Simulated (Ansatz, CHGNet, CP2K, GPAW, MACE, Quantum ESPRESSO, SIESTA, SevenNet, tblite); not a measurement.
# Running generalised stacking fault on (111) (shuffle set) of a GaAs-GaSb solid solution (48 atoms) with GPAW

How do the settings of GPAW change the result for generalised stacking fault on (111) (shuffle set) of a GaAs-GaSb solid solution (48 atoms)? A plane-wave run serves as the yardstick.

Method: the method is named at each step, in GPAW 26.7.0.

## 1. The structure

The cell holds 48 atoms: 24 Ga, 10 Sb and 14 As. Cell: a = 8.267 Å, b = 7.159 Å, c = 20.485 Å, α = 90.0°, β = 81.3°, γ = 90.0°. Zinc-blende GaAs lattice (a = 5.8453 Å, the value set for the mixture), cell with z along [111], 2 x 1 x 2 periods; the third cell vector is tilted by 0.750 of 1/2[1-10] and lengthened by 0 Å, so the cell holds one fault (shuffle set); displaced by a Gaussian of 0.01 Å; 10 of 24 As sites given to Sb at random (lattice constant by Vegard's rule between GaAs and GaSb). Then every atom was moved at random, 0.02 Å r.m.s. a Cartesian component. The structure's axis is c.

The yardstick, on the same geometry:

* method: Kohn-Sham DFT, PBE, PAW, plane waves (Ansatz 0.2.0); cutoff 420 eV, Γ point, fermi-dirac smearing of 0.05 eV; PAW set soft_2
* r.m.s. force component: 0.6675 eV/Å
* longest force: 2.353 eV/Å
* pressure: 4.926 GPa
* SCF cycles: 11
* time: 12 s on 8 threads of Arm Neoverse V1, shared host
* CPU time: 84 s

## 2. PBE, LCAO dzp, h 0.2 Å

Method: Kohn-Sham DFT, PBE, PAW, atomic orbitals (dzp).

run.py reads:

```python
import numpy as np
from ase.io import read
from gpaw import GPAW, FermiDirac

atoms = read("structure.xyz")
atoms.calc = GPAW(
    mode="lcao",
    basis="dzp",
    h=0.2,
    xc="PBE",
    kpts={"size": (1, 1, 1), "gamma": True},
    occupations=FermiDirac(0.05),
    maxiter=200,
    symmetry={"point_group": False},
    txt="gpaw.txt",
)
energy = atoms.get_potential_energy(force_consistent=True)
forces = atoms.get_forces()
print(f"energy {energy:.6f} eV")
print("forces (eV/A)")
for i, (a, f) in enumerate(zip(atoms, forces)):
    print(f"{i:4d} {a.symbol:2s} {f[0]:10.5f} {f[1]:10.5f} {f[2]:10.5f}")
print(f"Fermi level {atoms.calc.get_fermi_level():.4f} eV")
for k in range(len(atoms.calc.get_ibz_k_points())):
    for s in range(atoms.calc.get_number_of_spins()):
        e = atoms.calc.get_eigenvalues(kpt=k, spin=s)
        n = np.searchsorted(e, atoms.calc.get_fermi_level())
        print(f"k {k} spin {s} levels about the Fermi level:", np.round(e[max(n - 6, 0):n], 4).tolist(), "|", np.round(e[n:n + 6], 4).tolist())
```

structure.xyz reads:

```xyz
48
Lattice="8.26650 0.00000 0.00000 0.00000 7.15900 0.00000 3.09994 0.00000 20.24871" Properties=species:S:1:pos:R:3 pbc="T T T"
Ga 6.21267 3.55545 18.98074
Sb 6.18960 3.58057 1.27526
Ga 6.16577 5.91534 2.12713
As 6.18494 5.95135 4.65903
Ga 10.36274 3.59833 18.99936
As 2.08646 3.55623 1.24732
Ga 2.05012 5.91240 2.12551
As 2.08110 6.00082 4.62541
Ga 4.12638 0.01947 18.99754
As 4.14321 7.14891 1.29673
Ga 4.11852 2.39268 2.12247
As 4.15712 2.39454 4.66247
Ga 4.12669 4.74627 5.48801
As 4.14253 4.72530 7.96625
Ga 6.20153 1.19534 5.47525
Sb 6.21959 1.13864 7.97880
Ga 6.15144 3.58501 8.86792
Sb 6.21213 3.53225 11.38585
Ga 6.23082 5.99087 12.22394
Sb 6.22014 5.97633 14.75139
Ga 8.27535 7.14454 19.00139
Sb 8.25261 0.01360 1.27810
Ga 8.27709 2.40141 2.07246
As 8.22092 2.40141 4.60516
Ga 8.25356 4.76653 5.47444
Sb 8.28250 4.75644 8.05332
Ga 2.06501 1.18159 5.47120
As 2.10870 1.20128 8.01039
Ga 2.05083 3.61930 8.82783
As 2.10879 3.59203 11.39273
Ga 2.06247 5.99344 12.20471
As 10.36040 5.93674 14.74693
Ga 4.14359 0.01997 8.79989
As 4.11626 0.02463 11.41136
Ga 4.14410 2.35187 12.23468
As 4.15300 2.38924 14.79715
Ga 4.10657 4.78744 15.62836
Sb 4.15325 4.76167 18.13576
Ga 6.20324 1.21896 15.60264
Sb 6.19706 1.18474 18.17463
Ga 8.26091 7.14361 8.89830
Sb 8.25589 0.01919 11.38443
Ga 8.29972 2.37571 12.21341
As 8.23330 2.38037 14.70725
Ga 8.27226 4.76295 15.63018
As 8.24591 4.78099 18.14062
Ga 10.32773 1.18460 15.57895
Sb 10.33157 1.15518 18.14021
```

Command:

```sh
$ OMP_NUM_THREADS=1 python run.py > output.txt
```

The program printed:

```text
energy -165.829401 eV
forces (eV/A)
   0 Ga    0.35933    0.44733    1.28161
   1 Sb    0.62237    0.15239   -1.41807
   2 Ga   -0.77928    0.72341    1.18958
   3 As    0.11601    0.48069   -0.32366
   4 Ga   -1.80698   -0.18115    0.70555
   5 As    0.62186    0.57453   -0.66527
   6 Ga    0.96767   -0.73618    0.53111
   7 As   -0.02215   -0.23006   -0.05334
   8 Ga   -0.29346   -0.75837    1.18920
   9 As    0.47747    0.41470   -0.70059
  10 Ga   -0.94636   -1.22701    0.84394
  11 As   -0.27179    0.14326   -0.39422
  12 Ga   -0.07172   -0.07192   -0.08879
  13 As   -0.37984    0.80134    0.17957
  14 Ga   -0.06364   -0.47481   -1.29384
  15 Sb    0.15597    1.04498    0.11056
  16 Ga   -0.53989   -0.26147   -0.49269
  17 Sb   -0.13694    0.91788    0.02479
  18 Ga   -1.61600   -0.31269   -0.25677
  19 Sb   -0.33634    0.20552    0.09643
  20 Ga   -0.82759   -1.42668    1.41111
  21 Sb    0.55867    0.02003   -1.07429
  22 Ga    0.88645    0.15410    1.30570
  23 As    0.73540    0.21544   -0.16216
[...]
40 Ga    1.43464    0.32567   -0.74461
  41 Sb    0.42822    0.26341   -0.00757
  42 Ga    1.17961    0.67850    0.88679
  43 As    0.46297    0.43373    0.19677
  44 Ga    1.04261   -0.83158    0.19356
  45 As    0.27833    0.05449   -0.05598
  46 Ga   -0.15437   -0.27258   -0.94484
  47 Sb   -0.28287    0.91475   -0.38708
Fermi level 5.2242 eV
k 0 spin 0 levels about the Fermi level: [4.6254, 4.6412, 4.7304, 4.9036, 5.0371, 5.1791] | [5.2641, 5.5146, 5.7512, 5.897, 6.0207, 6.167]
```

gpaw.txt:

```text
Input parameters:
  mode=LCAO(),
  basis={'default': 'dzp'},
  h=0.2,
  kpts=MonkhorstPack(size=(1, 1, 1), gamma=True),
  maxiter=200,
  occupations=Occupations(name='fermi-dirac', width=0.05, fixmagmom=False),
  symmetry=Symmetry(point_group=False),
  xc=XC(name='PBE')
Unit cell  # Å
| periodic |        x |        y |         z |   lengths |    angles |
|----------|----------|----------|-----------|-----------|-----------|
|      yes | 8.266500 | 0.000000 |  0.000000 |  8.266500 | 90.000000 |
|      yes | 0.000000 | 7.159000 |  0.000000 |  7.159000 | 81.295986 |
|      yes | 3.099940 | 0.000000 | 20.248710 | 20.484626 | 90.000000 |
Number of symmetries: 1
Symmetry operations  # r_c * U_cc + t_c -> r_c
|   | kind |            matrix            |
|---|------|------------------------------|
| 0 |  E   |  1, 0, 0,  0, 1, 0,  0, 0, 1 |
BZ-sampling:
  Number of BZ points: 1
  Number of IBZ points: 1
  Monkhorst-Pack size: [1, 1, 1]
  Monkhorst-Pack shift: [0, 0, 0]
[... lines left out ...]
  Fermi-Dirac:
[... lines left out ...]
xc functional:
  name: PBE with 2 nearest neighbor stencil
interpolation: tri-quintic # 5. degree polynomial
Initialization done in: 8.639 s
convergence criteria:
- Maximum [total energy] change in last 3 cyles: 0.0005 eV / valence electron
- Maximum integral of absolute [dens]ity change: 0.0001 electrons / valence electron
- Maximum integral of absolute [eigenst]ate change: 4e-08 eV^2 / valence electron
maximum number of iterations: 200
SCF iterations
|iter     |      energy | eigst |  dens |
|---------|-------------|-------|-------|
|iter:   1| -166.637081 |      c|       |
|iter:   2| -166.415207 |      c| -1.14 |
|iter:   3| -178.558028 |      c| -1.16 |
|iter:   4| -293.579973 |      c| -1.13 |
[...]
|iter:   8| -165.893551 |      c| -1.74 |
|iter:   9| -165.802927 |      c| -1.91 |
|iter:  10| -165.770028c|      c| -2.19 |
|iter:  11| -165.762753c|      c| -2.52 |
|iter:  12| -165.761665c|      c| -2.92 |
|iter:  13| -165.761428c|      c| -3.07 |
|iter:  14| -165.761080c|      c| -3.58 |
|iter:  15| -165.761475c|      c| -3.86 |
|iter:  16| -165.761284c|      c| -3.86 |
|iter:  17| -165.761204c|      c| -4.11c|
Converged in 17 steps
SCF loop duration: 162.896 s (9.582 s/step)
Energy contributions relative to reference atoms: (reference = -3893089.329576)
Energy contributions:
  Kinetic:         751.785596
  Coulomb:        -653.534238
  Zero:              1.495764
  External:          0.000000
  Xc:             -265.440129
  Entropy:          -0.136394
  Spinorbit:         0.000000
  ----------------------------
  Free energy:    -165.829401
  Extrapolated:   -165.761204
dipole moment: (53.084356, -52.948733, -1.606320)  # |e|*Ang
Fermi level: 5.224
Eigenvalues  # (at kpt = [0.000, 0.000, 0.000])
| band index |      eig [eV] | occ [0-2] |
|------------|---------------|-----------|
|          0 |       -23.921 |     2.000 |
|        ... |               |           |
|        138 |         4.235 |     2.000 |
|        139 |         4.433 |     2.000 |
[...]
|        153 |         6.294 |     0.000 |
|        ... |               |           |
|        179 |         8.998 |     0.000 |
Gap: 0.085 eV
Transition (v -> c):
  (s=0, k=0, n=145, [0.00, 0.00, 0.00]) -> (s=0, k=0, n=146, [0.00, 0.00, 0.00])
No difference between direct/indirect transitions
Force computation time: 21.472  # s
timing:  # [seconds]
  Total:  193.032  # ━━━━━━━━━━━━━━━━━━━━━━━━━━━━━━━━━━━━━━━━━━━━━━━━━━━━━━━━
  Init:     8.638  # ━━╸
  SCF:    162.895  # ━━━━━━━━━━━━━━━━━━━━━━━━━━━━━━━━━━━━━━━━━━━━━━━╸
  Forces:  21.472  # ━━━━━━
```

The job ended after 3.2 min (1 thread of Arm Neoverse V1, shared host; peak memory 1.3 GiB).

Banners, paths, timers and routine set-up lines are dropped from the logs unmarked, and long logs keep their key lines alone; longer cuts are marked.

Numbers from this run, and their distance from the reference:

- r.m.s. force component: 0.7004 eV/Å
- r.m.s. difference of force components: 42.35 meV/Å
- longest difference of force vectors: 137.5 meV/Å
- force difference over r.m.s. force: 6.345 %
- slope of forces against the reference's: 1.048
- correlation of force components: 0.9992

Length of the force difference by element (eV/Å):

```csv
element,atoms,mean,most
As,14,0.064,0.10
Ga,24,0.068,0.14
Sb,10,0.069,0.11
```

The surroundings of Ga25, picked at random, nearest first, numbered as they follow in the input and with coordinates relative to it.

```csv
atom,x,y,z,distance (Å),bonds,Fx,Fy,Fz (eV/Å)
Ga25,0.00,0.00,0.00,0.00,4,0.15,-0.17,-0.80
As4,-2.07,1.18,-0.82,2.52,4,0.12,0.48,-0.32
As24,-0.03,-2.37,-0.87,2.52,4,0.74,0.22,-0.16
As8,2.09,1.23,-0.85,2.57,4,-0.02,-0.23,-0.05
Sb26,0.03,-0.01,2.58,2.58,4,-0.83,0.54,-0.68
Ga7,2.06,1.15,-3.35,4.10,4,0.97,-0.74,0.53
Ga29,2.06,-1.15,3.35,4.10,4,1.75,-1.43,1.00
Ga3,-2.09,1.15,-3.35,4.11,4,-0.78,0.72,1.19
Ga15,-2.05,-3.57,0.00,4.12,4,-0.06,-0.47,-1.29
```

Atoms are counted from 1 here, from 0 in the log.

Forces lie 6.3 % from the reference's, at 2.3 times its CPU time (on 1 against 8 cores).

## 3. PBE, plane waves 550 eV

Method: Kohn-Sham DFT, PBE, PAW, plane waves.

Edit run.py of step 2 so:

```diff
@@ -2,3 +2,4 @@
 from ase.io import read
-from gpaw import GPAW, FermiDirac
+from gpaw import GPAW, FermiDirac, PW
+from ase.parallel import parprint as print
 
@@ -6,5 +7,3 @@
 atoms.calc = GPAW(
-    mode="lcao",
-    basis="dzp",
-    h=0.2,
+    mode=PW(550),
     xc="PBE",
@@ -14,2 +13,3 @@
     symmetry={"point_group": False},
+    nbands=396,
     txt="gpaw.txt",
@@ -22,2 +22,6 @@
     print(f"{i:4d} {a.symbol:2s} {f[0]:10.5f} {f[1]:10.5f} {f[2]:10.5f}")
+stress = -atoms.get_stress(voigt=False) * 160.21766
+print("stress (GPa, compression positive)")
+for row in stress:
+    print(" ".join(f"{x:10.4f}" for x in row))
 print(f"Fermi level {atoms.calc.get_fermi_level():.4f} eV")
```

structure.xyz is that of step 2.

Command:

```sh
$ OMP_NUM_THREADS=1 mpirun -np 2 gpaw python run.py > output.txt
```

The program printed:

```text
energy -174.796349 eV
forces (eV/A)
   0 Ga    0.31529    0.41651    1.19779
   1 Sb    0.63034    0.16042   -1.34579
   2 Ga   -0.74907    0.68232    1.14029
   3 As    0.12126    0.45331   -0.32926
   4 Ga   -1.76104   -0.18870    0.66387
   5 As    0.62534    0.57251   -0.62603
   6 Ga    0.92680   -0.72704    0.52920
   7 As   -0.01567   -0.20651   -0.07790
   8 Ga   -0.31296   -0.72911    1.13011
   9 As    0.47980    0.41127   -0.65937
  10 Ga   -0.89957   -1.18521    0.80647
  11 As   -0.25416    0.15156   -0.39665
  12 Ga   -0.06089   -0.08553   -0.04964
  13 As   -0.37334    0.77294    0.13779
  14 Ga   -0.06153   -0.45985   -1.21775
  15 Sb    0.13632    1.00478    0.07268
  16 Ga   -0.51864   -0.25257   -0.46000
  17 Sb   -0.12418    0.87761    0.00182
  18 Ga   -1.54566   -0.30915   -0.21789
  19 Sb   -0.31227    0.21454    0.07864
  20 Ga   -0.81438   -1.38271    1.31923
  21 Sb    0.57429    0.04224   -1.04158
  22 Ga    0.84310    0.12291    1.26758
  23 As    0.69738    0.21778   -0.16691
[...]
40 Ga    1.36390    0.30120   -0.70058
  41 Sb    0.41825    0.26577   -0.01397
  42 Ga    1.12327    0.63824    0.87897
  43 As    0.44475    0.41848    0.17097
  44 Ga    0.98784   -0.80201    0.21021
  45 As    0.26244    0.06776   -0.06576
  46 Ga   -0.14616   -0.26749   -0.88933
  47 Sb   -0.26561    0.85507   -0.35894
stress (GPa, compression positive)
   11.3735    -0.1849     1.3814
   -0.1849     1.4774    -0.4211
    1.3814    -0.4211     2.6034
Fermi level 5.1995 eV
k 0 spin 0 levels about the Fermi level: [4.6048, 4.6289, 4.7114, 4.8805, 5.0151, 5.1529] | [5.2407, 5.4759, 5.7097, 5.8515, 5.9813, 6.1136]
```

gpaw.txt:

```text
Input parameters:
  mode=PW(ecut=550.0),
  kpts=MonkhorstPack(size=(1, 1, 1), gamma=True),
  maxiter=200,
  nbands=396,
  occupations=Occupations(name='fermi-dirac', width=0.05, fixmagmom=False),
  symmetry=Symmetry(point_group=False),
  xc=XC(name='PBE')
Diagonalizing LCAO Hamiltonian
Converting LCAO to pw mode
Unit cell  # Å
[... lines left out ...]
  Converge bands: occupied
[... lines left out ...]
  Fermi-Dirac:
[... lines left out ...]
convergence criteria:
- Maximum [total energy] change in last 3 cyles: 0.0005 eV / valence electron
[... lines left out ...]
Converged in 18 steps
[... lines left out ...]
  ----------------------------
  Free energy:    -174.796349
  Extrapolated:   -174.728115
dipole moment: (53.046664, -52.984605, -1.592989)  # |e|*Ang
Fermi level: 5.200
Eigenvalues  # (at kpt = [0.000, 0.000, 0.000])
| band index |      eig [eV] | occ [0-2] |
|------------|---------------|-----------|
|          0 |       -23.917 |     2.000 |
|        ... |               |           |
|        138 |         4.226 |     2.000 |
|        139 |         4.420 |     2.000 |
[...]
|        ... |               |           |
[...]
Gap: 0.088 eV
Transition (v -> c):
  (s=0, k=0, n=145, [0.00, 0.00, 0.00]) -> (s=0, k=0, n=146, [0.00, 0.00, 0.00])
No difference between direct/indirect transitions
Force computation time: 3.295  # s
Stress tensor  # eV/Ang^3
|         x |         y |         z |
|-----------|-----------|-----------|
[...]
|  0.001154 | -0.009221 |  0.002628 |
| -0.008622 |  0.002628 | -0.016249 |
Stress computation time: 18.131  # s
```

Wall time 3.6 min (2 MPI ranks); peak memory 1.4 GiB.

Against the reference:

```yaml
r_m_s_force_component: 0.6716 eV/Å
r_m_s_difference_of_force_components: 24.56 meV/Å
longest_difference_of_force_vectors: 74.81 meV/Å
force_difference_over_r_m_s_force: 3.679 %
slope_of_forces_against_the_reference_s: 1.005
correlation_of_force_components: 0.9993
pressure: 5.151 GPa
pressure_difference: 0.2251 GPa
```

Against the first run (6.3 %), the force difference from the reference is 3.7 %, at 2.2 times the CPU time (on 2 against 1 cores).

The run ends at a pressure of 5.15 GPa, with forces up to 2.4 eV/Å.

## 4. PBE, LCAO dzp, h 0.15 Å

Method: Kohn-Sham DFT, PBE, PAW, atomic orbitals (dzp).

Edit run.py of step 3 so:

```diff
@@ -2,4 +2,3 @@
 from ase.io import read
-from gpaw import GPAW, FermiDirac, PW
-from ase.parallel import parprint as print
+from gpaw import GPAW, FermiDirac
 
@@ -7,3 +6,5 @@
 atoms.calc = GPAW(
-    mode=PW(550),
+    mode="lcao",
+    basis="dzp",
+    h=0.15,
     xc="PBE",
@@ -13,3 +14,2 @@
     symmetry={"point_group": False},
-    nbands=396,
     txt="gpaw.txt",
@@ -22,6 +22,2 @@
     print(f"{i:4d} {a.symbol:2s} {f[0]:10.5f} {f[1]:10.5f} {f[2]:10.5f}")
-stress = -atoms.get_stress(voigt=False) * 160.21766
-print("stress (GPa, compression positive)")
-for row in stress:
-    print(" ".join(f"{x:10.4f}" for x in row))
 print(f"Fermi level {atoms.calc.get_fermi_level():.4f} eV")
```

structure.xyz is that of step 3.

Command:

```sh
$ OMP_NUM_THREADS=1 python run.py > output.txt
```

The program printed:

```text
energy -166.215349 eV
forces (eV/A)
   0 Ga    0.35973    0.44461    1.27651
   1 Sb    0.62193    0.15221   -1.42968
   2 Ga   -0.77684    0.71867    1.18722
   3 As    0.11744    0.47753   -0.32444
   4 Ga   -1.80748   -0.18395    0.69443
   5 As    0.62174    0.58318   -0.66553
   6 Ga    0.96938   -0.73729    0.52900
   7 As   -0.01709   -0.23240   -0.04980
   8 Ga   -0.29193   -0.75545    1.18417
   9 As    0.46988    0.40860   -0.70332
  10 Ga   -0.94583   -1.22570    0.83996
  11 As   -0.26443    0.14482   -0.39588
  12 Ga   -0.07307   -0.08291   -0.08470
  13 As   -0.38353    0.80581    0.17821
  14 Ga   -0.06388   -0.47746   -1.29165
  15 Sb    0.16010    1.05204    0.10113
  16 Ga   -0.53806   -0.26519   -0.50161
  17 Sb   -0.12873    0.92016    0.02014
  18 Ga   -1.61290   -0.31360   -0.25457
  19 Sb   -0.33308    0.21411    0.09118
  20 Ga   -0.82922   -1.43149    1.40350
  21 Sb    0.55674    0.01843   -1.09023
  22 Ga    0.88444    0.15111    1.31237
  23 As    0.72524    0.21534   -0.15682
[...]
40 Ga    1.43188    0.31813   -0.74535
  41 Sb    0.42633    0.26548   -0.00398
  42 Ga    1.18180    0.67405    0.89097
  43 As    0.46294    0.43448    0.19977
  44 Ga    1.04353   -0.83516    0.19948
  45 As    0.27732    0.06246   -0.05118
  46 Ga   -0.15934   -0.27526   -0.94770
  47 Sb   -0.26966    0.89385   -0.37989
Fermi level 5.2239 eV
k 0 spin 0 levels about the Fermi level: [4.6255, 4.6412, 4.7305, 4.9037, 5.0371, 5.179] | [5.2637, 5.5142, 5.7508, 5.8966, 6.0202, 6.1667]
```

gpaw.txt:

```text
Input parameters:
  mode=LCAO(),
  basis={'default': 'dzp'},
  h=0.15,
  kpts=MonkhorstPack(size=(1, 1, 1), gamma=True),
  maxiter=200,
  occupations=Occupations(name='fermi-dirac', width=0.05, fixmagmom=False),
  symmetry=Symmetry(point_group=False),
  xc=XC(name='PBE')
Unit cell  # Å
| periodic |        x |        y |         z |   lengths |    angles |
[... lines left out ...]
  Fermi-Dirac:
[... lines left out ...]
convergence criteria:
- Maximum [total energy] change in last 3 cyles: 0.0005 eV / valence electron
[... lines left out ...]
Converged in 17 steps
[... lines left out ...]
  Free energy:    -166.215349
  Extrapolated:   -166.147055
dipole moment: (53.014615, -52.935083, -1.526551)  # |e|*Ang
Fermi level: 5.224
Eigenvalues  # (at kpt = [0.000, 0.000, 0.000])
| band index |      eig [eV] | occ [0-2] |
|------------|---------------|-----------|
|          0 |       -23.923 |     2.000 |
|        ... |               |           |
|        138 |         4.235 |     2.000 |
|        139 |         4.433 |     2.000 |
[...]
|        153 |         6.293 |     0.000 |
|        ... |               |           |
|        179 |         8.998 |     0.000 |
Gap: 0.085 eV
Transition (v -> c):
  (s=0, k=0, n=145, [0.00, 0.00, 0.00]) -> (s=0, k=0, n=146, [0.00, 0.00, 0.00])
No difference between direct/indirect transitions
Force computation time: 48.443  # s
timing:  # [seconds]
  Total:  426.711  # ━━━━━━━━━━━━━━━━━━━━━━━━━━━━━━━━━━━━━━━━━━━━━━━━━━━━━━━━
  Init:    14.567  # ━━
  SCF:    363.676  # ━━━━━━━━━━━━━━━━━━━━━━━━━━━━━━━━━━━━━━━━━━━━━━━╸
  Forces:  48.443  # ━━━━━━╸
```

Wall time 7.1 min (1 thread); peak memory 2.9 GiB.

Compared with the plane-wave run:

* r.m.s. force component: 0.7001 eV/Å
* r.m.s. difference of force components: 41.82 meV/Å
* longest difference of force vectors: 131.8 meV/Å
* force difference over r.m.s. force: 6.265 %
* slope of forces against the reference's: 1.048
* correlation of force components: 0.9993
* energy less the same-level run's: -8.041 meV/atom
* r.m.s. force difference from the same-level run: 5.157 meV/Å

Against the first run (6.3 %), the force difference from the reference is 6.3 %, at 2.2 times the CPU time: the change moves forces by 5.2 meV/Å r.m.s., so most of the difference comes from elsewhere.

[end of part 1 of 2]

[Also dropped from logs without a mark: logging warnings of Python, and SIESTA's first energy breakdown and zero terms.]

[Logs are printed without paths, hosts, clocks, repeated set-up lines and the standing remarks that a program may print on its own settings, such as how far it seeks lower states.]

[Hosts, paths, dates, database ids (printed as entryN), source tags and the programs' standing remarks are cut or masked in the printed files.]
